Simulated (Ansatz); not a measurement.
# Relaxing (13,0) blue phosphorene nanotube (52 atoms)

How does (13,0) blue phosphorene nanotube (52 atoms) relax, and what do bonds, charges and levels look like afterwards?

Program: Ansatz 0.2.0. Level of theory: Kohn-Sham DFT, LDA, PAW (set soft_2), plane waves. Results are calculated unless marked as measured.

## 1. The starting structure

The cell holds 52 atoms: 52 P. Its edges and angles: a = 23.813 Å, b = 23.705 Å, c = 5.681 Å, α = 90.0°, β = 90.0°, γ = 90.0°. It derives from P (blue phosphorene). Blue phosphorene sheet (a = 3.28 Å) rolled into a (13,0) tube of diameter 13.57 Å, 1 period, 9 Å of vacuum; not relaxed, displaced by a Gaussian of 0.02 Å. Vacuum lies along a and b. The structure repeats along c.

Before any run, some limits are plain. The cell is under 6 Å thick along one periodic direction, so every atom has periodic images of itself close by, which move with it and show among its neighbours and in g(r).

## 2. Single point at the start

The forces at the start show how far the geometry lies from a minimum of this functional.

File input.yaml:

```yaml
crystal:
  lattice:
    - [23.81273, 0.0, 0.0]
    - [0.0, 23.70473, 0.0]
    - [0.0, 0.0, 5.68113]
  atoms:
    - { symbol: P, position: [0.80993, 0.49975, 0.33109] }
    - { symbol: P, position: [0.75073, 0.56272, 0.16921] }
    - { symbol: P, position: [0.77582, 0.64373, 0.33629] }
    - { symbol: P, position: [0.69352, 0.67339, 0.16515] }
    - { symbol: P, position: [0.80228, 0.57388, 0.83479] }
    - { symbol: P, position: [0.72895, 0.62009, 0.669] }
    - { symbol: P, position: [0.6769, 0.75688, 0.33031] }
    - { symbol: P, position: [0.59186, 0.74453, 0.16947] }
    - { symbol: P, position: [0.73318, 0.70845, 0.82848] }
    - { symbol: P, position: [0.64636, 0.71469, 0.66733] }
    - { symbol: P, position: [0.5384, 0.80886, 0.33636] }
    - { symbol: P, position: [0.46955, 0.75794, 0.17148] }
    - { symbol: P, position: [0.6103, 0.79137, 0.83206] }
    - { symbol: P, position: [0.53227, 0.75828, 0.66651] }
    - { symbol: P, position: [0.38891, 0.79207, 0.32787] }
    - { symbol: P, position: [0.35281, 0.71542, 0.16737] }
    - { symbol: P, position: [0.4635, 0.80964, 0.83577] }
    - { symbol: P, position: [0.40844, 0.74254, 0.66705] }
    - { symbol: P, position: [0.26854, 0.70582, 0.3326] }
    - { symbol: P, position: [0.27218, 0.6209, 0.16605] }
    - { symbol: P, position: [0.32456, 0.75696, 0.82955] }
    - { symbol: P, position: [0.30526, 0.67205, 0.65984] }
    - { symbol: P, position: [0.19756, 0.5753, 0.33127] }
    - { symbol: P, position: [0.24239, 0.49924, 0.15789] }
    - { symbol: P, position: [0.22351, 0.64607, 0.83801] }
    - { symbol: P, position: [0.2469, 0.56166, 0.66562] }
    - { symbol: P, position: [0.19893, 0.42574, 0.33286] }
    - { symbol: P, position: [0.27035, 0.38023, 0.16703] }
    - { symbol: P, position: [0.18988, 0.50048, 0.83841] }
    - { symbol: P, position: [0.24849, 0.43692, 0.66667] }
    - { symbol: P, position: [0.26744, 0.29181, 0.32944] }
    - { symbol: P, position: [0.35313, 0.28602, 0.16661] }
    - { symbol: P, position: [0.22603, 0.35458, 0.83634] }
    - { symbol: P, position: [0.30445, 0.32841, 0.66604] }
    - { symbol: P, position: [0.38942, 0.20801, 0.33233] }
    - { symbol: P, position: [0.46832, 0.243, 0.16562] }
    - { symbol: P, position: [0.32284, 0.24225, 0.83649] }
    - { symbol: P, position: [0.40785, 0.25855, 0.6629] }
    - { symbol: P, position: [0.5366, 0.19056, 0.33024] }
    - { symbol: P, position: [0.59119, 0.25445, 0.16662] }
    - { symbol: P, position: [0.46293, 0.18963, 0.83176] }
    - { symbol: P, position: [0.5302, 0.24154, 0.665] }
    - { symbol: P, position: [0.67663, 0.24138, 0.3272] }
    - { symbol: P, position: [0.6958, 0.32663, 0.16284] }
    - { symbol: P, position: [0.60995, 0.20869, 0.83243] }
    - { symbol: P, position: [0.64745, 0.28526, 0.66305] }
    - { symbol: P, position: [0.77666, 0.35351, 0.33279] }
    - { symbol: P, position: [0.75154, 0.43506, 0.1622] }
    - { symbol: P, position: [0.73284, 0.29292, 0.83319] }
    - { symbol: P, position: [0.73052, 0.37941, 0.66383] }
    - { symbol: P, position: [0.80123, 0.42492, 0.82948] }
    - { symbol: P, position: [0.7591, 0.49959, 0.6715] }
kpoints:
  mp_grid: { grid: [1, 1, 3] }
hamiltonian:
  xc: lda
scf:
  occupations: { method: gaussian, width: 0.025 }
output:
  forces: true
```

On the command line:

```sh
$ ansatz run input.yaml --threads 4 --pin off --max-ram 8192MiB --backend cpu --events-out ev --progress --plain --runs-dir out
```

Numbers of over 12 decimals in the logs are rounded to 6 here.

The program printed:

```text
Engine: ansatz 0.2.0, aarch64-unknown-linux-gnu
Pseudopotentials: kind: paw
Pseudopotential: P, paw, valence charge 5, recommended cutoff 420 eV (normal), P.paw.azcp
[... 3 lines on functional and potentials left out ...]
Crystal: 52 atoms, lattice volume = 3206.852 Å³
Basis set: ecut = 420 eV, 62683 PW (Γ)
Bands: 182, of which v1, the nominal top of the filled ones, is band 130 counted from 1 (129 counted from 0)
Symmetry: 1 space group operations
Space group: P1 (ITA 1), of the structure as read, at distance tolerance 1.5e-4 Å
k-points: 2 of 3 (time reversal used)
[... 4 lines on functional and potentials left out ...]
Initial density: superposition of atomic densities (neutral atoms: chi_scale 0, normalization atom), corrected by the library's trained network
Initial wavefunctions: pseudopotential atomic-orbital guess
Functional: x = slater, c = lda
SCF iter   1: F=—  HF=-37741.533757 eV  |F-HF|=—  |Δ(HF+E_count)|=         —  Δρ=3.54e-3  dr2=6.52e-1  ethr=1.77e-3  ⟨swp⟩=8.5  Hψ=2165  notcnv=0  defer=30
preconditioner: auto → Resta (q_TF=auto, 1.795 Å⁻¹)  ε∞=2.5  [insulator: Δε(μ)=1.502 eV  Ē_g=8.653 eV  σ=0.025 eV  W_gap=1.00  n_scr=322 (ndim 8)  ℏωp=10.6 eV  f_vac=0.594  D(μ)=0.00/eV (n_scr^D=0)  ε∞_Penn≈2.5  vacuum switching on, ρ_ref=5.4e-3 e/Å³]
SCF iter   2: F=—  HF=-37741.484191 eV  |F-HF|=—  |Δ(HF+E_count)|=   4.96e-2  Δρ=1.90e-3  dr2=2.57e-1  ethr=2.51e-4  ⟨swp⟩=3.5  Hψ=626  notcnv=0  defer=94
SCF iter   3: F=—  HF=-37741.472860 eV  |F-HF|=—  |Δ(HF+E_count)|=   1.13e-2  Δρ=1.04e-3  dr2=9.68e-2  ethr=9.90e-5  ⟨swp⟩=3.0  Hψ=441  notcnv=0  defer=32
automatic band count: iteration 3 solves 151 bands in place of 182: the levels show a gap, and the empty bands left out lie too high to hold charge; the band table lists the bands solved (type scf.n_extra_bands for more)
SCF iter   4: F=—  HF=-37741.468690 eV  |F-HF|=—  |Δ(HF+E_count)|=   4.17e-3  Δρ=2.02e-4  dr2=3.35e-3  ethr=3.72e-5  ⟨swp⟩=2.0  Hψ=432  notcnv=0  defer=32
SCF iter   5: F=—  HF=-37741.469349 eV  |F-HF|=—  |Δ(HF+E_count)|=   6.59e-4  Δρ=1.15e-4  dr2=3.13e-3  ethr=1.29e-6  ⟨swp⟩=3.0  Hψ=566  notcnv=0  defer=32
SCF iter   6: F=—  HF=-37741.468962 eV  |F-HF|=—  |Δ(HF+E_count)|=   3.88e-4  Δρ=4.20e-5  dr2=1.88e-4  ethr=1.20e-6  ⟨swp⟩=2.0  Hψ=408  notcnv=0  defer=32
SCF iter   7: F=—  HF=-37741.469013 eV  |F-HF|=—  |Δ(HF+E_count)|=   5.17e-5  Δρ=2.41e-5  dr2=7.24e-5  ethr=7.23e-8  ⟨swp⟩=2.5  Hψ=419  notcnv=0  defer=32
SCF iter   8: F=—  HF=-37741.468845 eV  |F-HF|=—  |Δ(HF+E_count)|=   1.68e-4  Δρ=1.09e-5  dr2=1.78e-5  ethr=2.79e-8  ⟨swp⟩=3.0  Hψ=543  notcnv=0  defer=32
SCF iter   9: F=—  HF=-37741.468846 eV  |F-HF|=—  |Δ(HF+E_count)|=   9.99e-7  Δρ=4.17e-6  dr2=2.28e-6  ethr=6.84e-9  ⟨swp⟩=2.5  Hψ=432  notcnv=0  defer=32
SCF iter  10: F=—  HF=-37741.468846 eV  |F-HF|=—  |Δ(HF+E_count)|=   1.37e-7  Δρ=1.94e-6  dr2=1.92e-7  ethr=8.76e-10  ⟨swp⟩=2.0  Hψ=464  notcnv=0  defer=32
SCF iter  11: F=-37741.468846 eV  HF=-37741.468846 eV  |F-HF|=3.90e-8  |Δ(HF+E_count)|=   5.86e-8  Δρ=1.00e-6  dr2=7.79e-8  ethr=3.85e-11  ⟨swp⟩=5.5  Hψ=1173  notcnv=0
SCF 1 converged in 11 iterations: F = -37741.468846 eV  dr2 = 7.79e-8
  greatest PAW one-centre occupation: 0.817 electrons in one spin orbital (limit 2), on the P atom at site 37 (counted from 0), in its partial waves of l = 0
SCF converged after 11 iterations
Free energy (F): -37741.468846 eV
Harris-Foulkes:  -37741.468846 eV  (|F-HF|=3.90e-8)
Internal energy: -37741.468846 eV  (E = F + TS)
E sigma→0 (E₀):  -37741.468846 eV
Fermi energy:    -1.396953 eV
--- Per-component energies (eV) ---
  E_band       = -1993.133648
  E_kinetic    = 3631.555103
  E_local      = -49640.850166  (includes V_loc(G=0)·N_el)
  E_nonlocal   = 1838.246903
  E_hartree    = 22868.678806
  E_xc         = -3151.624834
  E_vxc        = -3127.577842  (∫ρ·V_xc dr)
  E_paw        = -28082.140122  (= ΣΔE_a)
  E_vpaw       = -431.872849  (= ΣTr[D̂ρ^β])
  E_aug_tail   = 0.000172  (compensation charges beyond the density's cutoff)
  E_ewald      = 14788.563014
  E_core_change = 6.102277  (= ΣΔE_core)
  E_smearing   = -0.000000  (= −TS)
  E_closure    = -0.000000  (closes the sum)
  Σ components = -37741.468846   (vs F -37741.468846, Δ=0.00e0)
--- Forces (eV/Å), atoms counted from 1 ---
  atom   1  P     -0.17977790    -0.11162358     0.18952834
  atom   2  P      0.04113065    -0.27864213    -0.32235789
  atom   3  P     -0.31728497     0.25286584     0.07688367
  atom   4  P      0.39629216    -0.20809687    -0.21991337
  atom   5  P     -0.19275477     0.14181934     0.19734060
  atom   6  P      0.17086200     0.22249665    -0.07397557
  atom   7  P     -0.07447989     0.19366163     0.37751083
  atom   8  P      0.18368989    -0.52758804    -0.37756881
  atom   9  P     -0.28389679    -0.41265989     0.24107773
  atom  10  P      0.36837199    -0.28265229    -0.25689944
  atom  11  P     -0.19068076     0.66119716     0.11480369
  atom  12  P     -0.19814311    -0.08669400    -0.30041992
  atom  13  P      0.06738523     0.41722441     0.25897855
  atom  14  P     -0.24068638    -0.26801784     0.05608577
[...]
atom  51  P      0.54260966    -0.05138415     0.25999748
  atom  52  P     -0.15796374     0.11242428    -0.39629250
  max |Σ_I F_I| component: 2.77e-4 eV/Å
```

Elapsed: 38 s, on 4 threads of Arm Neoverse V1, shared host; peak memory 4.2 GiB; 2.5 min of CPU time.

The run gave:

```yaml
free_energy: -37741.4688 eV
free_energy_per_atom: -725.7975 eV/atom
scf_cycles: 11
r_m_s_force_component: 0.2853 eV/Å
longest_force: 0.8772 eV/Å
fermi_energy: -1.397 eV
```

The r.m.s. force component of 0.29 eV/Å sets the starting point.

Length of the force by element:

```csv
element,coordination,atoms,mean length of the force (eV/Å),spread,least,most
P,all,52,0.465,0.168,0.107,0.877
```

## 3. Relaxation

The atoms are relaxed in the fixed cell, aiming at the force tolerance of the input.

input.yaml: that of step 2 with these lines changed.

```diff
@@ -15 +15,4 @@
   forces: true
+relax:
+  f_tol: 0.05
+  max_steps: 85
```

The program printed:

```text
[...]
Crystal: 52 atoms, lattice volume = 3206.852 Å³
Basis set: ecut = 420 eV, 62683 PW (Γ)
Bands: 182, of which v1, the nominal top of the filled ones, is band 130 counted from 1 (129 counted from 0)
Symmetry: 1 space group operations
[...]
k-points: 2 of 3 (time reversal used)
[...]
SCF iter   1: F=—  HF=-37741.533757 eV  |F-HF|=—  |Δ(HF+E_count)|=         —  Δρ=3.54e-3  dr2=6.52e-1  ethr=1.77e-3  ⟨swp⟩=8.5  Hψ=2165  notcnv=0  defer=30
[...]
SCF iter   8: F=-37741.468834 eV  HF=-37741.468845 eV  |F-HF|=1.13e-5  |Δ(HF+E_count)|=   9.75e-6  Δρ=1.12e-5  dr2=1.82e-5  ethr=2.40e-8  ⟨swp⟩=5.0  Hψ=1073  notcnv=0
SCF 1 converged in 8 iterations: F = -37741.468834 eV  dr2 = 1.82e-5
[...]
relax step   1: F+E_penalty+E_count = -37741.46883390 eV  Δ(F+E_penalty+E_count) = +0.000e0 eV  max|allowed force component| = 7.007e-1 eV/Å  Δτ_max = 0.0000 Å  (8 SCF iters, dr2 threshold 6.25e-5 eV, accepted)
[...]
relax step   2: F+E_penalty+E_count = -37741.74887143 eV  Δ(F+E_penalty+E_count) = -2.800e-1 eV  max|allowed force component| = 3.003e-1 eV/Å  Δτ_max = 0.1382 Å  (7 SCF iters, dr2 threshold 3.07e-5 eV, accepted)
[...]
relax step   3: F+E_penalty+E_count = -37741.84378209 eV  Δ(F+E_penalty+E_count) = -9.491e-2 eV  max|allowed force component| = 4.580e-2 eV/Å  Δτ_max = 0.0672 Å  (7 SCF iters, dr2 threshold 5.64e-6 eV, accepted)
[...]
relax step   4: F+E_penalty+E_count = -37741.84378328 eV  Δ(F+E_penalty+E_count) = -1.194e-6 eV  max|allowed force component| = 4.574e-2 eV/Å  Δτ_max = 0.0000 Å  (5 SCF iters, accepted)
SCF converged after 5 iterations
Free energy (F): -37741.843783 eV
[...]
Internal energy: -37741.843783 eV  (E = F + TS)
E sigma→0 (E₀):  -37741.843783 eV
Fermi energy:    -1.392667 eV
[...]
--- Forces (eV/Å), atoms counted from 1 ---
  atom   1  P      0.04573798    -0.00973216    -0.00502745
  atom   2  P     -0.01769282    -0.01345260     0.00456923
  atom   3  P      0.02434815     0.01489958     0.00739872
  atom   4  P     -0.01961969    -0.01214240     0.00796431
  atom   5  P      0.02360703     0.00681408     0.00560485
  atom   6  P     -0.01930334    -0.01921640    -0.00827590
  atom   7  P      0.02733823     0.02282944     0.01024285
  atom   8  P     -0.02068954    -0.02733082     0.00259538
  atom   9  P      0.02018500     0.02926164    -0.00210534
  atom  10  P     -0.01870288    -0.00993417    -0.01645533
  atom  11  P      0.00221673     0.01430697    -0.00705751
  atom  12  P      0.01431130    -0.01602344    -0.01150333
  atom  13  P      0.00871574     0.03218449     0.00194822
  atom  14  P     -0.00798375    -0.03215024     0.00261517
[...]
atom  51  P      0.02858639    -0.00404387    -0.00073010
  atom  52  P     -0.02519037    -0.00094092    -0.01122115
  max |Σ_I F_I| component: 1.61e-4 eV/Å
--- Relaxed structure (4 steps of the walk, 4 accepted, 0 SCFs on fresh bases) ---
  F+E_penalty+E_count = -37741.84378328 eV   max|allowed force component| = 4.574e-2 eV/Å
  atoms:
    - { symbol: P, position: [0.808128, 0.499593, 0.335190] }
    - { symbol: P, position: [0.748808, 0.561155, 0.165219] }
    - { symbol: P, position: [0.773006, 0.643383, 0.334258] }
    - { symbol: P, position: [0.692031, 0.670592, 0.165098] }
[...]
- { symbol: P, position: [0.756467, 0.499373, 0.666963] }
```

The job ended after 1.9 min (4 threads; peak memory 4.2 GiB; 7.5 min of CPU time).

Relaxation path:

```csv
step,energy less that of the first step (eV),largest force component (eV/Å)
1,0.0000,0.7007
2,-0.2800,0.3003
3,-0.3749,0.0458
4,-0.3749,0.0457
```

The atoms that moved most (Å):

```
atom      dx      dy      dz  length
 P25   0.087  -0.058  -0.033   0.110
 P40   0.000   0.101  -0.007   0.101
  P9  -0.048  -0.082   0.034   0.101
 P26   0.100  -0.008  -0.012   0.101
 P37   0.048   0.076  -0.020   0.092
 P16   0.042  -0.078  -0.020   0.091
 P44  -0.079   0.040   0.018   0.091
 P43  -0.032   0.068   0.043   0.087
```

The relaxation changed the energy by -7.21 meV/atom, and atoms moved by 0.066 Å r.m.s., 0.11 Å at most.

## 4. Distances and neighbours after relaxation

Bonds before and after, by the cutoffs listed below:

```
pair  bonds before  bonds after  mean before (Å)  mean after (Å)  spread before (Å)  spread after (Å)
 P-P            78           78            2.254           2.250              0.028             0.001
```

Normalised to the volume that the atoms fill. Pair distribution function in bins of 0.1 Å:

| r (Å) | total |
| --- | --- |
| 2.15 | 0.00 |
| 2.25 | 14.30 |
| 2.35 | 0.00 |
| 2.45 | 0.00 |
| 2.55 | 0.00 |
| 2.65 | 0.00 |
| 2.75 | 0.00 |
| 2.85 | 0.00 |
| 2.95 | 2.82 |
| 3.05 | 0.00 |
| 3.15 | 2.48 |
| 3.25 | 2.23 |
| 3.35 | 4.32 |
| 3.45 | 0.00 |
| 3.55 | 1.94 |
| 3.65 | 0.00 |
| 3.75 | 0.00 |
| 3.85 | 0.00 |
| 3.95 | 4.53 |
| 4.05 | 0.11 |
| 4.15 | 0.00 |
| 4.25 | 0.00 |
| 4.35 | 0.00 |
| 4.45 | 0.00 |
| 4.55 | 0.00 |
| 4.65 | 0.00 |
| 4.75 | 0.00 |
| 4.85 | 0.00 |
| 4.95 | 0.26 |
| 5.05 | 1.65 |
| 5.15 | 5.47 |
| 5.25 | 0.00 |
| 5.35 | 0.00 |
| 5.45 | 0.00 |
| 5.55 | 0.00 |
| 5.65 | 2.24 |
| 5.75 | 0.00 |
| 5.85 | 0.00 |
| 5.95 | 1.37 |
| 6.05 | 0.00 |
| 6.15 | 0.00 |
| 6.25 | 0.00 |
| 6.35 | 1.19 |
| 6.45 | 0.00 |

Bonds by pair of elements; cutoffs follow the first minimum of g(r), held within bounds set by covalent radii, and pairs that aren't listed don't count as bonded:

```csv
pair A-B,cutoff (Å),bonds,mean length (Å),spread (Å),shortest (Å),B about A,A about B
P-P,2.68,78,2.25,0.001,2.25,3,3
```

How many atoms have how many bonded neighbours:

```csv
element,mean,3
P,3,52
```

Bond angles, per cent of each kind in bins of 5°:

| angle (°) | P-P-P |
| --- | --- |
| 80–85 | 16.7 |
| 85–90 | 0.0 |
| 90–95 | 33.3 |
| 95–100 | 33.3 |
| 100–105 | 16.7 |

Bond angles (no mean is given where the spread exceeds 20°):

| angle | count | mean (°) | spread (°) |
| --- | --- | --- | --- |
| P-P-P | 156 | 92.9 | 6.7 |

Counting bonds as in the table, all P atoms have 3 bonded neighbours. The P-P-P angle averages 93° with a spread of 7°.

(Continued in part 2 of 2.)

[Logs are printed without paths, hosts, clocks, repeated set-up lines and the standing remarks that a program may print on its own settings, such as how far it seeks lower states.]

[Hosts, paths, dates, database ids (printed as entryN), source tags and the programs' standing remarks are cut or masked in the printed files.]
